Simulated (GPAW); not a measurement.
**BiP (buckled honeycomb monolayer): G0W0 on several meshes in GPAW**

Aim: the GW shift of BiP (buckled honeycomb monolayer) against the k mesh.

Calculated with GPAW 26.7.0; PBE and many-body steps on it, plane waves.

## 1. The structure

The cell holds 2 atoms: 1 P and 1 Bi. Its edges and angles: a = 3.879 Å, b = 3.879 Å, c = 12.400 Å, α = 90.0°, β = 90.0°, γ = 120.0°. Vacuum lies along c.

Coordinates:

```cif
data_structure
_symmetry_space_group_name_H-M 'P 1'
_symmetry_Int_Tables_number 1
_cell_length_a 3.8789
_cell_length_b 3.8789
_cell_length_c 12.4000
_cell_angle_alpha 90.000
_cell_angle_beta 90.000
_cell_angle_gamma 120.000
_cell_volume 161.57
loop_
_atom_site_label
_atom_site_type_symbol
_atom_site_fract_x
_atom_site_fract_y
_atom_site_fract_z
_atom_site_occupancy
P1 P 0.33333 0.66667 0.44043 1
Bi2 Bi 0.66667 0.33333 0.55957 1
```

The structure was relaxed with PBE. The runs that relaxed it are not among those shown. Spin-orbit coupling is left out unless a step names it.

## 2. Empty states on the mesh, 6×6×1 mesh, 272 bands

This step: GPAW 26.7.0; DFT, PBE, plane waves, PAW.

The sums over transitions need many empty states on a uniform mesh; this step solves for them.

Contents of run.py:

```python
import json
import numpy as np
from gpaw.mpi import world
from gpaw import GPAW

calc = GPAW('gs.gpw').fixed_density(kpts={'size': (6, 6, 1), 'gamma': True},
    parallel={'domain': 1, 'band': 1},
    txt='nscf.txt')
calc.diagonalize_full_hamiltonian(nbands=272)
calc.write('full.gpw', mode='all')
res = {}
kpts = calc.get_ibz_k_points()
res['kpts'] = kpts
res['eigenvalues'] = [calc.get_eigenvalues(kpt=k) for k in range(len(kpts))]
res['n_electrons'] = calc.get_number_of_electrons()

if world.rank == 0:
    with open('result.json', 'w') as f:
        json.dump(res, f, default=lambda x: x.tolist())
```

Launch:

```console
> mpirun -n 4 gpaw python run.py
```

Numbers of over 12 decimals in the logs are rounded to 6 here.

The program printed:

```text
Diagonalizing LCAO Hamiltonian
Converting LCAO to pw mode
convergence criteria:
- Maximum integral of absolute [eigenst]ate change: 4e-08 eV^2 / valence electron
maximum number of iterations: 100

SCF iterations
|iter     |     time |      energy | eigst |  dens |
|iter:   1|  |             | +1.13 |       |
|iter:   2|  |             | -0.14 |       |
|iter:   3|  |             | -1.75 |       |
[...]
|iter:   7|  |             | -6.16 |       |
|iter:   8|  |             | -7.13 |       |
|iter:   9|  |             | -7.90c|       |
SCF steps: 9
  __  _  _
 | _ |_)|_||  |
 |__||  | ||/\| - 26.7.0

Input parameters:
  mode=PW(ecut=450.000000),
  convergence={'density': 1e-06, 'bands': -3},
  gpts=array([20, 20, 63]),
  kpts=MonkhorstPack(size=(6, 6, 1), gamma=True),
  maxiter=100,
  nbands=17,
  occupations=Occupations(name='fermi-dirac', width=0.001, fixmagmom=False),
  parallel={'domain': 1, 'band': 1},
  xc=XC(name='PBE')
Matrix size: 3547x3547
# Writing to full.gpw (mode='all')
  [... matrices ...]

timing:  # [seconds]
  Total: 76.887  # ━━━━━━━━━━━━━━━━━━━━━━━━━━━━━━━━━━━━━━━━━━━━━━━━━━━━━━━━━━
```

The job ended after 81 s (4 MPI ranks of Arm Neoverse V1, shared host; peak memory 4.1 GiB).

This step gave:

- gap: 1.499 eV
- k of the valence top: 0, 0, 0
- k of the conduction bottom: 0, 0, 0
- least direct gap: 1.499 eV
- k points computed: 7
- lowest point of the top converged band, above the valence top: 78.7117 eV

On this mesh the gap is 1.499 eV.

## 3. 6×6×1

G0W0 replaces the xc potential by the self-energy, built once from these orbitals. Only a window of levels is corrected, while the sums run over the empty bands that the input names.

This step: G0W0 on PBE, plane waves, PAW.

Contents of run.py:

```python
import json
import numpy as np
from gpaw.mpi import world
from gpaw.response.g0w0 import G0W0

gw = G0W0('full.gpw',
    filename='gw',
    kpts=[0],
    bands=(8, 12),
    ecut=24,
    nbands=43,
    truncation='2D',
    integrate_gamma='sphere',
    q0_correction=True,
    frequencies={'type': 'nonlinear', 'domega0': 0.15, 'omega2': 15.0},
    eta=0.1,
    nblocksmax=True)
gw.calculate()
res = {mode: {k: v for k, v in r.items() if k != 'sigma_eskwn'}
       for mode, r in gw.all_results.items()}

if world.rank == 0:
    with open('result.json', 'w') as f:
        json.dump(res, f, default=lambda x: x.tolist())
```

Launch:

```console
> mpirun -n 4 gpaw python run.py
```

The program printed:

```text
Using integrator: PointIntegrator
NonLinearFrequencyDescriptor(from 0.000 to 43.686 eV, 133 points)
Nonperiodic BCs:  [False False  True]
Using integrator: PointIntegrator
NonLinearFrequencyDescriptor(from 0.000 to 43.686 eV, 133 points)
Nonperiodic BCs:  [False False  True]
Applying analytical 2D correction to W:
    Evaluating Gamma point contribution to W on a 21x21x1 grid
  ___  _ _ _
 |   || | | |
 | | || | | |
 |__ ||_____|
 |___|

BZ k-points: Symmetries present (total): 6

  [... matrices ...]
36 k-points: 6 x 6 x 1 Monkhorst-Pack grid + [1/12,1/12,0.000000]
7 k-points in the irreducible part of the Brillouin zone
       k-points in crystal coordinates                weights
   0:     0.00000000    0.00000000    0.00000000          1/36
   1:     0.16666667    0.00000000    0.00000000          6/36
   2:     0.33333333   -0.16666667    0.00000000          6/36
   3:     0.33333333    0.00000000    0.00000000          6/36
   4:     0.33333333    0.33333333    0.00000000          2/36
   5:     0.50000000    0.33333333    0.00000000         12/36
   6:     0.50000000    0.50000000    0.00000000          3/36

Distributing spins, k-points and bands (1 x 1 x 4) over 1 process
Number of blocks: 4

Quasi particle states:
k-points (IBZ indices): [0]
Band range: (8, 12)
  [... matrices ...]
Computational parameters:
Plane wave cut-off: 24 eV
Number of bands: 43
Coulomb cutoff: 2D
Broadening: 0.1 eV

fxc modes: GW
Kernel: RPA
Using full-frequency real axis integration
Summing all q:

Calculating screened Coulomb potential
2D Coulomb truncation
NonLinearFrequencyDescriptor(from 0.000 to 43.686 eV, 133 points)
Removing empty qpoint cache files...

Calculating chi0 body with:
    Ground state adapter containing:
    Number of spins: 1
    Number of kpoints: 36
    Number of irreducible kpoints: 7
    Number of completely occupied states: 10
    Number of partially occupied states: 10
    Occupied states memory: 3.84521484375 M / cpu

    Linear response parametrization:
    q_c: [1.3877787807814457e-17, 1.3877787807814457e-17, 0.0]
    Number of frequency points: 133
    Planewave cutoff: 24.0
    Number of bands: 43
    Number of planewaves: 51
    Broadening (eta): 0.1
    comm.size: 4
    kncomm.size: 1
    blockcomm.size: 4

    Memory estimate of potentially large arrays:
        chi0_wGG: 1.319630 M / cpu
Integrating chi0 body.

Symmetries of q_c:
    Direct symmetries (Uq -> q): 6
    Indirect symmetries (TUq -> q): 6
In total 12 allowed symmetries.

  [... matrices ...]
7 groups of equivalent kpoints. 80.555556% reduction.

Integral kind: spectral function
Integrating chi0 head and wings.

Symmetries of q_c:
    Direct symmetries (Uq -> q): 6
    Indirect symmetries (TUq -> q): 6
In total 12 allowed symmetries.

  [... matrices ...]
7 groups of equivalent kpoints. 80.555556% reduction.

Integral kind: spectral function wings

Calculating chi0 body with:
    Ground state adapter containing:
    Number of spins: 1
    Number of kpoints: 36
    Number of irreducible kpoints: 7
    Number of completely occupied states: 10
    Number of partially occupied states: 10
[... the further q-points ...]

Results:
f:      Occupation numbers
eps:     KS-eigenvalues [eV]
vxc:     KS vxc [eV]
exx:     Exact exchange [eV]
sigma:   Self-energies [eV]
dsigma:  Self-energy derivatives
Z:       Renormalization factors
qp:      QP-energies [eV]

k-point 0 (0): (0.000, 0.000, 0.000)                GW
band       f     eps     vxc     exx   sigma  dsigma       Z      qp
                                                                   GW
   8   1.000  -1.629 -14.236 -15.473   1.508  -0.368   0.731  -1.431
   9   1.000  -1.629 -14.236 -15.473   1.508  -0.368   0.731  -1.431
  10   0.000  -0.130 -12.376  -8.911  -2.050  -0.338   0.747   0.928
  11   0.000   1.962 -13.475  -9.212  -2.448  -0.407   0.711   3.252
```

The job ended after 15 s (4 MPI ranks; peak memory 1.1 GiB).

This step gave:

| Quantity | Value |
| --- | --- |
| G0W0 gap on the points computed | 2.359 eV |
| least direct G0W0 gap on the computed points | 2.359 eV |
| Z at the valence top | 0.7308 |
| Z at the conduction bottom | 0.7472 |
| starting gap on the mesh | 1.499 eV |
| k of the valence top | 0, 0, 0 |
| k of the conduction bottom | 0, 0, 0 |

The gap on the mesh goes from 1.50 eV to 2.36 eV, a correction of +0.86 eV.

## 4. Empty states on the mesh, 9×9×1 mesh, 53 bands

This step: DFT, PBE, plane waves, PAW.

Contents of run.py:

```python
import json
import numpy as np
from gpaw.mpi import world
from gpaw import GPAW

calc = GPAW('gs.gpw').fixed_density(kpts={'size': (9, 9, 1), 'gamma': True},
    nbands=61,
    convergence={'bands': 53},
    txt='nscf.txt')
calc.write('full.gpw', mode='all')
res = {}
kpts = calc.get_ibz_k_points()
res['kpts'] = kpts
res['eigenvalues'] = [calc.get_eigenvalues(kpt=k) for k in range(len(kpts))]
res['n_electrons'] = calc.get_number_of_electrons()

if world.rank == 0:
    with open('result.json', 'w') as f:
        json.dump(res, f, default=lambda x: x.tolist())
```

Launch:

```console
> mpirun -n 4 gpaw python run.py
```

The program printed:

```text
Diagonalizing LCAO Hamiltonian
Converting LCAO to pw mode
convergence criteria:
- Maximum integral of absolute [eigenst]ate change: 4e-08 eV^2 / valence electron
maximum number of iterations: 100

SCF iterations
|iter     |     time |      energy | eigst |  dens |
|iter:   1|  |             | +3.73 |       |
|iter:   2|  |             | +2.31 |       |
|iter:   3|  |             | +1.20 |       |
[...]
|iter:  11|  |             | -6.81 |       |
|iter:  12|  |             | -7.29 |       |
|iter:  13|  |             | -7.74c|       |
SCF steps: 13
  __  _  _
 | _ |_)|_||  |
 |__||  | ||/\| - 26.7.0

Input parameters:
  mode=PW(ecut=450.000000),
  convergence={'bands': 53},
  gpts=array([20, 20, 63]),
  kpts=MonkhorstPack(size=(9, 9, 1), gamma=True),
  maxiter=100,
  nbands=61,
  occupations=Occupations(name='fermi-dirac', width=0.001, fixmagmom=False),
  parallel={},
  xc=XC(name='PBE')
# Writing to full.gpw (mode='all')
  [... matrices ...]

timing:  # [seconds]
  Total: 0.041  # ━━━━━━━━━━━━━━━━━━━━━━━━━━━━━━━━━━━━━━━━━━━━━━━━━━━━━━━━━━━
```

Wall time 14 s (4 MPI ranks); peak memory 0.81 GiB; 57 s of CPU time.

Numbers from this step:

- gap: 1.499 eV
- k of the valence top: 0, 0, 0
- k of the conduction bottom: 0, 0, 0
- least direct gap: 1.499 eV
- k points computed: 12
- lowest point of the top converged band, above the valence top: 22.97 eV

On this mesh the gap is 1.499 eV.

## 5. 9×9×1

This step: G0W0 on PBE, plane waves, PAW.

Contents of run.py:

```python
import json
import numpy as np
from gpaw.mpi import world
from gpaw.response.g0w0 import G0W0

gw = G0W0('full.gpw',
    filename='gw',
    kpts=[0],
    bands=(8, 12),
    ecut=24,
    nbands=43,
    truncation='2D',
    integrate_gamma='sphere',
    q0_correction=True,
    frequencies={'type': 'nonlinear', 'domega0': 0.15, 'omega2': 15.0},
    eta=0.1,
    nblocksmax=True)
gw.calculate()
res = {mode: {k: v for k, v in r.items() if k != 'sigma_eskwn'}
       for mode, r in gw.all_results.items()}

if world.rank == 0:
    with open('result.json', 'w') as f:
        json.dump(res, f, default=lambda x: x.tolist())
```

Launch:

```console
> mpirun -n 4 gpaw python run.py
```

The program printed:

```text
Using integrator: PointIntegrator
NonLinearFrequencyDescriptor(from 0.000 to 43.686 eV, 133 points)
Nonperiodic BCs:  [False False  True]
Using integrator: PointIntegrator
NonLinearFrequencyDescriptor(from 0.000 to 43.686 eV, 133 points)
Nonperiodic BCs:  [False False  True]
Applying analytical 2D correction to W:
    Evaluating Gamma point contribution to W on a 13x13x1 grid
  ___  _ _ _
 |   || | | |
 | | || | | |
 |__ ||_____|
 |___|

BZ k-points: Symmetries present (total): 6

  [... matrices ...]
81 k-points: 9 x 9 x 1 Monkhorst-Pack grid
12 k-points in the irreducible part of the Brillouin zone
       k-points in crystal coordinates                weights
   0:     0.00000000    0.00000000    0.00000000          1/81
   1:     0.11111111    0.00000000    0.00000000          6/81
   2:     0.22222222   -0.11111111    0.00000000          6/81
[...]
9:     0.44444444    0.00000000    0.00000000          6/81
          ...
  11:     0.44444444    0.44444444    0.00000000          6/81

Distributing spins, k-points and bands (1 x 1 x 4) over 1 process
Number of blocks: 4

Quasi particle states:
k-points (IBZ indices): [0]
Band range: (8, 12)
  [... matrices ...]
Computational parameters:
Plane wave cut-off: 24 eV
Number of bands: 43
Coulomb cutoff: 2D
Broadening: 0.1 eV

fxc modes: GW
Kernel: RPA
Using full-frequency real axis integration
Summing all q:

Calculating screened Coulomb potential
2D Coulomb truncation
NonLinearFrequencyDescriptor(from 0.000 to 43.686 eV, 133 points)
Removing empty qpoint cache files...

Calculating chi0 body with:
    Ground state adapter containing:
    Number of spins: 1
    Number of kpoints: 81
    Number of irreducible kpoints: 12
    Number of completely occupied states: 10
    Number of partially occupied states: 10
    Occupied states memory: 3.84521484375 M / cpu

    Linear response parametrization:
    q_c: [0.0, 0.0, 0.0]
    Number of frequency points: 133
    Planewave cutoff: 24.0
    Number of bands: 43
    Number of planewaves: 51
    Broadening (eta): 0.1
    comm.size: 4
    kncomm.size: 1
    blockcomm.size: 4

    Memory estimate of potentially large arrays:
        chi0_wGG: 1.319630 M / cpu
Integrating chi0 body.

Symmetries of q_c:
    Direct symmetries (Uq -> q): 6
    Indirect symmetries (TUq -> q): 6
In total 12 allowed symmetries.

  [... matrices ...]
12 groups of equivalent kpoints. 85.185185% reduction.

Integral kind: spectral function
Integrating chi0 head and wings.

Symmetries of q_c:
    Direct symmetries (Uq -> q): 6
    Indirect symmetries (TUq -> q): 6
In total 12 allowed symmetries.

  [... matrices ...]
12 groups of equivalent kpoints. 85.185185% reduction.

Integral kind: spectral function wings

Calculating chi0 body with:
    Ground state adapter containing:
    Number of spins: 1
    Number of kpoints: 81
    Number of irreducible kpoints: 12
    Number of completely occupied states: 10
    Number of partially occupied states: 10
    Occupied states memory: 3.84521484375 M / cpu

[... the further q-points ...]

Results:
f:      Occupation numbers
eps:     KS-eigenvalues [eV]
vxc:     KS vxc [eV]
exx:     Exact exchange [eV]
sigma:   Self-energies [eV]
dsigma:  Self-energy derivatives
Z:       Renormalization factors
qp:      QP-energies [eV]

k-point 0 (0): (0.000, 0.000, 0.000)                GW
band       f     eps     vxc     exx   sigma  dsigma       Z      qp
                                                                   GW
   8   1.000  -1.629 -14.236 -15.363   1.423  -0.357   0.737  -1.410
   9   1.000  -1.629 -14.236 -15.363   1.423  -0.357   0.737  -1.410
  10   0.000  -0.130 -12.376  -9.050  -1.934  -0.310   0.764   0.934
  11   0.000   1.962 -13.475  -9.223  -2.447  -0.391   0.719   3.258
```

Run time: 41 s. Hardware: 4 MPI ranks; peak memory 1.8 GiB; 2.7 min of CPU time.

Numbers from this step:

| Item | Value |
| --- | --- |
| G0W0 gap on the points computed | 2.344 eV |
| least direct G0W0 gap on the computed points | 2.344 eV |
| Z at the valence top | 0.7371 |
| Z at the conduction bottom | 0.7635 |
| starting gap on the mesh | 1.499 eV |
| k of the valence top | 0, 0, 0 |
| k of the conduction bottom | 0, 0, 0 |

Against G0W0 in GPAW (6×6×1 mesh, 43 bands, screening to 24 eV, full frequency, Hilbert transform), the gap moves by −0.015 eV.

## 6. The runs together

Times are wall times on 4 MPI ranks of Arm Neoverse V1, shared host, good to a factor of about two.

```
  run   mesh  bands  screening cutoff (eV)  DFT gap (eV)  gap on the mesh (eV)  direct (eV)  time
6×6×1  6×6×1     43                     24         1.499                 2.359        2.359  15 s
9×9×1  9×9×1     43                     24         1.499                 2.344        2.344  41 s
```

## 7. Summary of results

| Item | Value |
| --- | --- |
| 6×6×1 | 2.359 eV |
| 9×9×1 | 2.344 eV |
| known limits | not at the basis limit; no spin-orbit coupling |

In words: 9×9×1: −0.015 eV against 6×6×1. Bands and cutoff are finite, so the gap is not at the basis limit. The miss can reach some tenths of an eV and take either sign; the mesh is an error of its own. These stock PAW sets were not made for GW. In the G0W0 runs levels were corrected at 1 k point alone, so a gap called «on the mesh» is the least over those, and an edge elsewhere would be missed. Mesh or cutoff lie under what a gap needs, so these runs test behaviour and cost; their gaps are not to be quoted. Where an edge is built on 6p states of lead, bismuth or thallium, scalar-relativistic gaps usually stand too wide, by a few tenths to over one eV. The many-body steps are scalar-relativistic: spin-orbit coupling is not in them.

[Paths, hosts, dates, memory and timing lines, banners, echoed tables and standing remarks are left out of the program output.]

[Logs are printed without paths, hosts, clocks, repeated set-up lines and the standing remarks that a program may print on its own settings, such as how far it seeks lower states.]

[Runs of the session that timed out or met a known fault of the program may be left out.]

[Hosts, paths, dates, database ids (printed as entryN), source tags and the programs' standing remarks are cut or masked in the printed files.]
